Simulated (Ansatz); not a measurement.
**Stretching the linear As chain**

Wanted: energy, moment and open channels of the linear As chain from 12 % compression to 30 % stretch.

Main program and level: Ansatz 0.2.0; DFT RPBE, plane waves, PAW; relaxation of a chain's period, in the first sound run; inputs show where later runs differ.

This is a report of a sequence of runs, with most program output left out.

## 1. Starting point

The cell holds 1 atom: 1 As. Its edges and angles: a = 7.500 Å, b = 7.500 Å, c = 2.213 Å, α = 90.0°, β = 90.0°, γ = 90.0°. Vacuum lies along a and b. The structure's axis is c.

As a file:

```cif
data_structure
_symmetry_space_group_name_H-M 'P 1'
_symmetry_Int_Tables_number 1
_cell_length_a 7.5000
_cell_length_b 7.5000
_cell_length_c 2.2134
_cell_angle_alpha 90.000
_cell_angle_beta 90.000
_cell_angle_gamma 90.000
_cell_volume 124.50
loop_
_atom_site_label
_atom_site_type_symbol
_atom_site_fract_x
_atom_site_fract_y
_atom_site_fract_z
_atom_site_occupancy
As1 As 0.50000 0.50000 0.00000 1
```

## 2. Relaxation of atoms and period

Band widths follow the bond lengths, so the chain is relaxed first. The atoms and the third cell vector are free; the box across stays fixed as vacuum. Moments are seeded so that a magnetic state can form if it lies lower. A Fermi-Dirac smearing is set since the result may be a metal. The pressure printed is a third of the stress's trace over the whole box, vacuum included; only the stress along the axis is relaxed.

input.yaml reads:

```yaml
crystal:
  lattice:
    - [7.5, 0.0, 0.0]
    - [0.0, 7.5, 0.0]
    - [0.0, 0.0, 2.2134]
  atoms:
    - { symbol: As, position: [0.5, 0.5, 0.0], spin: 0.3 }
magnetization:
  spin_polarized: true
kpoints:
  mp_grid: { grid: [1, 1, 37] }
scf:
  occupations: { method: fermi_dirac, width: 0.05 }
hamiltonian:
  xc: rpbe
relax:
  cell: { fix: [a, b, alpha, beta, gamma] }
  max_steps: 60
```

Launch:

```
$ ansatz run input.yaml --threads 4 --pin off --max-ram 8192MiB --backend cpu --events-out ev --progress --plain --runs-dir out
```

It took 6.7 s on 4 threads of Arm Neoverse V2, shared host; peak memory 0.38 GiB.

The steps of the relaxation:

```
step  energy less that of the first step (eV)  largest force component (eV/Å)  pressure (GPa)  volume (Å³)
   1                                   0.0000                          0.0000            2.06       124.50
   2                                  -0.1078                          0.0000            0.42       129.79
   3                                  -0.1125                          0.0000            0.24       130.86
   4                                  -0.1141                          0.0000            0.12       131.90
   5                                  -0.1142                          0.0000            0.08       132.19
  6*                                  -0.1144                          0.0000            0.09       132.19
```

Relaxation steps marked * repeat the geometry before them on a plane-wave basis chosen anew for their cell, so energy and pressure can jump there.

```
cell as run  before  after  change
      c (Å)   2.213  2.350  +6.2 %
```

The relaxed structure:

```xyz
1
Lattice="7.5000 0.0000 0.0000 0.0000 7.5000 0.0000 0.0000 0.0000 2.3501" Properties=species:S:1:pos:R:3
As    3.7500    3.7500    0.0000
```

Numbers from this step:

```
energy at zero smearing    : -4861.0435 eV
cell length along the wire : 2.350 Å
```

The cell's length comes to 2.350 Å with no moment.

## 3. At a set period, period over the relaxed period 0.88, k-mesh 1×1×39

This step: DFT RPBE, plane waves, PAW; channels and complex bands of a perfect chain (Ansatz 0.2.0).

The period is set to 0.88 times the relaxed one: shorter bonds widen the bands.

The cell differs from the one that the last finished run ended in (c 2.350 → 2.068 Å).

input.yaml, the sections that differ from step 2:

```yaml
crystal:
  lattice:
    - [7.5, 0.0, 0.0]
    - [0.0, 7.5, 0.0]
    - [0.0, 0.0, 2.0680913215]
  atoms:
    - { symbol: As, position: [0.5, 0.5, 0.0], spin: 0.3 }
kpoints:
  mp_grid: { grid: [1, 1, 39] }
output:
  transmission:
    e_range: [-2, 2]
    de: 0.035
    kmesh: [1, 1]
    reduced_basis: true
    leads: [[0, 0]]
  stress: true
# magnetization, scf, hamiltonian: as in step 2
# relax: removed
```

It took 16 s on 4 threads; peak memory 0.43 GiB.

This step gave:

- energy at zero smearing: -4860.4128 eV
- channels at the energy nearest the Fermi level, spin up: 3
- channels at the energy nearest the Fermi level, spin down: 3
- conductance of the lead as this run defines it: 3.000 G₀
- band gap: 0 eV

The open channels of the lead by energy, zero at the Fermi level:

```
energy (eV)  spin up  spin down
      -2.00        3          3
      -1.90        3          3
      -1.79        3          3
      -1.69        3          3
      -1.58        3          3
      -1.48        3          3
      -1.37        3          3
      -1.23        3          3
      -1.12        3          3
      -1.02        3          3
      -0.92        3          3
      -0.81        3          3
      -0.70        3          3
      -0.60        3          3
      -0.49        3          3
      -0.39        3          3
      -0.28        3          3
      -0.18        3          3
      -0.07        3          3
      -0.01        3          3
       0.07        3          3
       0.17        3          3
       0.28        3          3
       0.38        3          3
       0.48        3          3
       0.59        3          3
       0.69        3          3
       0.80        3          3
       0.91        3          3
       1.01        3          3
       1.11        3          3
       1.22        3          3
       1.36        3          3
       1.47        3          3
       1.57        3          3
       1.68        3          3
       1.78        3          3
       1.89        3          3
       1.99        3          3
```

At the computed energy nearest the Fermi level there are 3 spin-up and 3 spin-down channels, and the thermal average gives 3.00 G₀.

## 4. The chain at a fixed length, period over the relaxed period 0.92, k-mesh 1×1×38

The period is set to 0.92 times the relaxed one: shorter bonds widen the bands.

The cell differs from the one that the last finished run ended in (c 2.068 → 2.162 Å).

input.yaml, as its differences from that of step 3:

```diff
@@ -4,3 +4,3 @@
     - [0.0, 7.5, 0.0]
-    - [0.0, 0.0, 2.0680913215]
+    - [0.0, 0.0, 2.1620954725]
   atoms:
@@ -10,3 +10,3 @@
 kpoints:
-  mp_grid: { grid: [1, 1, 39] }
+  mp_grid: { grid: [1, 1, 38] }
 scf:
```

Elapsed: 14 s, on 4 threads; peak memory 0.42 GiB; 47 s of CPU time.

At the computed energy nearest the Fermi level there are 3 spin-up and 3 spin-down channels, and the thermal average gives 3.00 G₀.

## 5. At a set period, period over the relaxed period 0.96, k-mesh 1×1×36

The period is set to 0.96 times the relaxed one: shorter bonds widen the bands.

The cell differs from the one that the last finished run ended in (c 2.162 → 2.256 Å).

input.yaml, as its differences from that of step 4:

```diff
@@ -4,3 +4,3 @@
     - [0.0, 7.5, 0.0]
-    - [0.0, 0.0, 2.1620954725]
+    - [0.0, 0.0, 2.2560996235]
   atoms:
@@ -10,3 +10,3 @@
 kpoints:
-  mp_grid: { grid: [1, 1, 38] }
+  mp_grid: { grid: [1, 1, 36] }
 scf:
```

The job ended after 14 s (4 threads; peak memory 0.41 GiB).

At the computed energy nearest the Fermi level there are 3 spin-up and 3 spin-down channels, and the thermal average gives 3.00 G₀.

## 6. The chain at a fixed length, period over the relaxed period 1, k-mesh 1×1×35

The period is set to 1.0 times the relaxed one, as the point of reference.

input.yaml, as its differences from that of step 5:

```diff
@@ -4,3 +4,3 @@
     - [0.0, 7.5, 0.0]
-    - [0.0, 0.0, 2.2560996235]
+    - [0.0, 0.0, 2.3501037745]
   atoms:
@@ -10,3 +10,3 @@
 kpoints:
-  mp_grid: { grid: [1, 1, 36] }
+  mp_grid: { grid: [1, 1, 35] }
 scf:
```

The job ended after 14 s (4 threads; peak memory 0.42 GiB; 46 s of CPU time).

At the computed energy nearest the Fermi level there are 3 spin-up and 3 spin-down channels, and the thermal average gives 3.00 G₀.

## 7. The chain at a fixed length, period over the relaxed period 1.04, k-mesh 1×1×33

The period is set to 1.04 times the relaxed one: longer bonds narrow the bands.

The cell differs from the one that the last finished run ended in (c 2.350 → 2.444 Å).

input.yaml, as its differences from that of step 6:

```diff
@@ -4,3 +4,3 @@
     - [0.0, 7.5, 0.0]
-    - [0.0, 0.0, 2.3501037745]
+    - [0.0, 0.0, 2.4441079254]
   atoms:
@@ -10,3 +10,3 @@
 kpoints:
-  mp_grid: { grid: [1, 1, 35] }
+  mp_grid: { grid: [1, 1, 33] }
 scf:
```

It took 17 s on 4 threads; peak memory 0.46 GiB.

At the computed energy nearest the Fermi level there are 3 spin-up and 3 spin-down channels, and the thermal average gives 3.00 G₀. The change of length costs 0.039 eV a cell and leaves no moment.

## 8. At a set period, period over the relaxed period 1.08, k-mesh 1×1×32

The period is set to 1.08 times the relaxed one: longer bonds narrow the bands.

The cell differs from the one that the last finished run ended in (c 2.444 → 2.538 Å).

input.yaml, as its differences from that of step 7:

```diff
@@ -4,3 +4,3 @@
     - [0.0, 7.5, 0.0]
-    - [0.0, 0.0, 2.4441079254]
+    - [0.0, 0.0, 2.5381120764]
   atoms:
@@ -10,3 +10,3 @@
 kpoints:
-  mp_grid: { grid: [1, 1, 33] }
+  mp_grid: { grid: [1, 1, 32] }
 scf:
```

It took 17 s on 4 threads; peak memory 0.45 GiB; 58 s of CPU time.

At the computed energy nearest the Fermi level there are 3 spin-up and 3 spin-down channels, and the thermal average gives 3.00 G₀. The change of length costs 0.155 eV a cell and leaves no moment.

## 9. At a set period, period over the relaxed period 1.13, k-mesh 1×1×31

The period is set to 1.13 times the relaxed one: longer bonds narrow the bands.

The cell differs from the one that the last finished run ended in (c 2.538 → 2.656 Å).

input.yaml, as its differences from that of step 8:

```diff
@@ -4,3 +4,3 @@
     - [0.0, 7.5, 0.0]
-    - [0.0, 0.0, 2.5381120764]
+    - [0.0, 0.0, 2.6556172651]
   atoms:
@@ -10,3 +10,3 @@
 kpoints:
-  mp_grid: { grid: [1, 1, 32] }
+  mp_grid: { grid: [1, 1, 31] }
 scf:
```

Run time: 16 s. Hardware: 4 threads; peak memory 0.44 GiB; 54 s of CPU time.

The open channels of the lead by energy, zero at the Fermi level:

```
energy (eV)  spin up  spin down
      -2.00        1          1
      -1.90        1          1
      -1.79        1          1
      -1.69        1          1
      -1.58        1          1
      -1.48        1          1
      -1.37        3          3
      -1.23        3          3
      -1.12        3          3
      -1.02        3          3
      -0.92        3          3
      -0.81        3          3
      -0.70        3          3
      -0.60        3          3
      -0.49        3          3
      -0.39        3          3
      -0.28        3          3
      -0.18        3          3
      -0.07        3          3
      -0.01        3          3
       0.07        3          3
       0.17        3          3
       0.28        3          3
       0.38        3          3
       0.48        3          3
       0.59        3          3
       0.69        3          3
       0.80        3          3
       0.91        3          3
       1.01        3          3
       1.11        3          3
       1.22        3          3
       1.36        3          3
       1.47        3          3
       1.57        3          3
       1.68        3          3
       1.78        1          1
       1.89        1          1
       1.99        1          1
```

At the computed energy nearest the Fermi level there are 3 spin-up and 3 spin-down channels, and the thermal average gives 3.00 G₀. The change of length costs 0.345 eV a cell and leaves no moment.

## 10. The chain at a fixed length, period over the relaxed period 1.2, k-mesh 1×1×29

The period is set to 1.2 times the relaxed one: longer bonds narrow the bands.

The cell differs from the one that the last finished run ended in (c 2.656 → 2.820 Å).

input.yaml, as its differences from that of step 9:

```diff
@@ -4,3 +4,3 @@
     - [0.0, 7.5, 0.0]
-    - [0.0, 0.0, 2.6556172651]
+    - [0.0, 0.0, 2.8201245294]
   atoms:
@@ -10,3 +10,3 @@
 kpoints:
-  mp_grid: { grid: [1, 1, 31] }
+  mp_grid: { grid: [1, 1, 29] }
 scf:
```

Wall time 11 s (4 threads); peak memory 0.4 GiB.

At the computed energy nearest the Fermi level there are 3 spin-up and 3 spin-down channels, and the thermal average gives 3.00 G₀. The change of length costs 0.667 eV a cell and leaves no moment.

## 11. The chain at a fixed length, period over the relaxed period 1.3, k-mesh 1×1×27

The period is set to 1.3 times the relaxed one: longer bonds narrow the bands.

The cell differs from the one that the last finished run ended in (c 2.820 → 3.055 Å).

input.yaml, as its differences from that of step 10:

```diff
@@ -4,3 +4,3 @@
     - [0.0, 7.5, 0.0]
-    - [0.0, 0.0, 2.8201245294]
+    - [0.0, 0.0, 3.0551349068]
   atoms:
@@ -10,3 +10,3 @@
 kpoints:
-  mp_grid: { grid: [1, 1, 29] }
+  mp_grid: { grid: [1, 1, 27] }
 scf:
```

Run time: 11 s. Hardware: 4 threads; peak memory 0.4 GiB; 39 s of CPU time.

At the computed energy nearest the Fermi level there are 3 spin-up and 3 spin-down channels, and the thermal average gives 3.00 G₀. The change of length costs 1.146 eV a cell and leaves no moment.

## 12. Side by side

Times are for 4 threads of Arm Neoverse V2, shared host. The series side by side:

```
no.  period over the relaxed period  conductance of the lead as this run defines it (G₀)  energy at zero smearing less the lowest (eV)  time  memory (GiB)
  1                            0.88                                                3.000                                        0.6383  16 s          0.43
  2                            0.92                                                3.000                                        0.2370  14 s          0.42
  3                            0.96                                                3.000                                       0.05771  14 s          0.41
  4                               1                                                3.000                                             0  14 s          0.42
  5                            1.04                                                3.000                                       0.03897  17 s          0.46
  6                            1.08                                                3.000                                        0.1551  17 s          0.45
  7                            1.13                                                3.000                                        0.3451  16 s          0.44
  8                             1.2                                                3.000                                        0.6667  11 s           0.4
  9                             1.3                                                3.000                                         1.146  11 s           0.4
```

## 13. A repeat with changed settings: output.transmission.reduced_basis = false

This step: DFT RPBE, plane waves, PAW; channels and complex bands of a perfect chain; changed: output.transmission.reduced_basis = false (Ansatz 0.2.0).

The atoms of the run at the relaxed period are kept and the input is varied, to see whether the result depends on it.

input.yaml, the sections that differ from step 11:

```yaml
crystal:
  lattice:
    - [7.5, 0.0, 0.0]
    - [0.0, 7.5, 0.0]
    - [0.0, 0.0, 2.3501037745]
  atoms:
    - { symbol: As, position: [0.5, 0.5, 0.0], spin: 0.3 }
kpoints:
  mp_grid: { grid: [1, 1, 35] }
output:
  transmission:
    e_range: [-2, 2]
    de: 0.035
    kmesh: [1, 1]
    reduced_basis: false
    leads: [[0, 0]]
  stress: true
# magnetization, scf, hamiltonian: as in step 11
```

The job ended after 3 min (4 threads; peak memory 2.4 GiB; 12 min of CPU time).

Numbers from this step:

* energy at zero smearing: -4861.0511 eV

Open channels of the lead against energy, zero at the Fermi level:

```
energy (eV)  spin up  spin down
     -2.000        3          3
     -1.895        3          3
     -1.790        3          3
     -1.685        3          3
     -1.615        3          3
     -1.510        3          3
     -1.405        3          3
     -1.300        3          3
     -1.195        3          3
     -1.090        3          3
     -0.985        3          3
     -0.915        3          3
     -0.810        3          3
     -0.705        3          3
     -0.600        3          3
     -0.495        3          3
     -0.390        3          3
     -0.285        3          3
     -0.215        3          3
     -0.110        3          3
     -0.005        3          3
      0.100        3          3
      0.205        3          3
      0.310        3          3
      0.415        3          3
      0.485        3          3
      0.590        3          3
      0.695        3          3
      0.800        3          3
      0.905        3          3
      1.010        3          3
      1.115        3          3
      1.185        3          3
      1.290        3          3
      1.395        3          3
      1.500        3          3
      1.605        3          3
      1.710        3          3
      1.815        3          3
      1.885        3          3
```

It took 3 min against 14 s for the run it varies, and the conductance is 3.00 G₀ against 3.00 G₀.

The channels at the energy nearest the Fermi level, spin up, channels at the energy nearest the Fermi level, spin down and conductance of the lead as this run defines it stay within 0.2 % plus 0.001 of the run it varies.

## 14. What came out

```yaml
relaxed_cell_length: 2.350 Å
conductance_at_period_x_0p88: 3.00 G₀
conductance_at_period_x_1p0: 3.00 G₀
conductance_at_period_x_1p13: 3.00 G₀
conductance_at_period_x_1p3: 3.00 G₀
absolute_moment_at_period_x_0p88: 0 μB
absolute_moment_at_period_x_1p0: 0 μB
absolute_moment_at_period_x_1p3: 0 μB
```

**Reading.** No moment survives at any length. Transport is coherent and elastic here: the atoms are frozen, so scattering by vibrations plays no part. The lead's cell of one atom keeps the chain straight and evenly spaced; a zigzag or dimerised form may lie lower.

[Logs are printed without paths, hosts, clocks, repeated set-up lines and the standing remarks that a program may print on its own settings, such as how far it seeks lower states.]

[Hosts, paths, dates, database ids (printed as entryN), source tags and the programs' standing remarks are cut or masked in the printed files.]
